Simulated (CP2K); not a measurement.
Consider 4-aminopyridine at its PBE geometry (Å).

```xyz
13

N     2.0607   -0.2319    0.3595
C     0.7052   -0.0786    0.1222
C    -0.0212    0.9988    0.6643
C    -1.3949    1.0690    0.4452
N    -2.1071    0.1703   -0.2627
C    -1.3972   -0.8526   -0.7791
C    -0.0238   -1.0249   -0.6229
H     2.5751   -0.8425   -0.2659
H     2.5769    0.5917    0.6490
H     0.4807    1.7677    1.2533
H    -1.9639    1.9025    0.8661
H    -1.9670   -1.5853   -1.3572
H     0.4766   -1.8841   -1.0719
```

Method: CP2K XAS_TDP, all-electron GAPW, PBEh(45%), aug-cc-pVDZ, TDA, GW2X-corrected core level, no relativity.

Where do the C K-edge lines lie, and how strong are they?

Leading lines: C2 288.36 eV, C3 287.36 eV and C4 287.55 eV. The leading line of an atom is its first one with 35 % of the strongest within 2.5 eV of its lowest line over the strength cut. Core ionisation energies at this level: C3 291.71, C4 292.65 and C2 293.51 eV.

The first six lines of each atom with a strength over 0.0015:

| atom | energy (eV) | states | strength, one atom | above the computed threshold |
| --- | --- | --- | --- | --- |
| C2 (bonded to 2 C and N) | 288.36 | 1 | 0.0629 |  |
|  | 291.59 | 1 | 0.0017 |  |
|  | 292.48 | 1 | 0.0043 |  |
|  | 293.20 | 1 | 0.0033 |  |
|  | 293.99 | 1 | 0.0025 | yes |
|  | 294.23 | 1 | 0.0023 | yes |
| C3 (bonded to 2 C and H), 2 alike | 287.36 | 1 | 0.0437 |  |
|  | 289.66 | 1 | 0.0110 |  |
|  | 290.42 | 1 | 0.0035 |  |
|  | 291.36 | 1 | 0.0038 |  |
|  | 291.56 | 1 | 0.0046 |  |
|  | 292.14 | 1 | 0.0045 | yes |
| C4 (bonded to C, N and H), 2 alike | 287.55 | 1 | 0.0570 |  |
|  | 290.89 | 1 | 0.0099 |  |
|  | 291.47 | 1 | 0.0023 |  |
|  | 292.34 | 1 | 0.0026 |  |
|  | 292.58 | 1 | 0.0030 |  |
|  | 293.22 | 1 | 0.0017 | yes |

Lines are vertical, at one geometry, with no vibrational structure. GW2X ionisation energies and lines can be off by 1 to 2 eV either way, and a good line position may hide errors that cancel. These values hold no scalar relativity, about 0.1 eV for C 1s. Rydberg lines, and the discretised continuum above threshold, depend on the basis and the box.

[Banner, clock and machine lines of the logs are left out without a mark of their own.]

[Logs are printed without paths, hosts, clocks, repeated set-up lines and the standing remarks that a program may print on its own settings, such as how far it seeks lower states.]

[Hosts, paths, dates, database ids (printed as entryN), source tags and the programs' standing remarks are cut or masked in the printed files.]
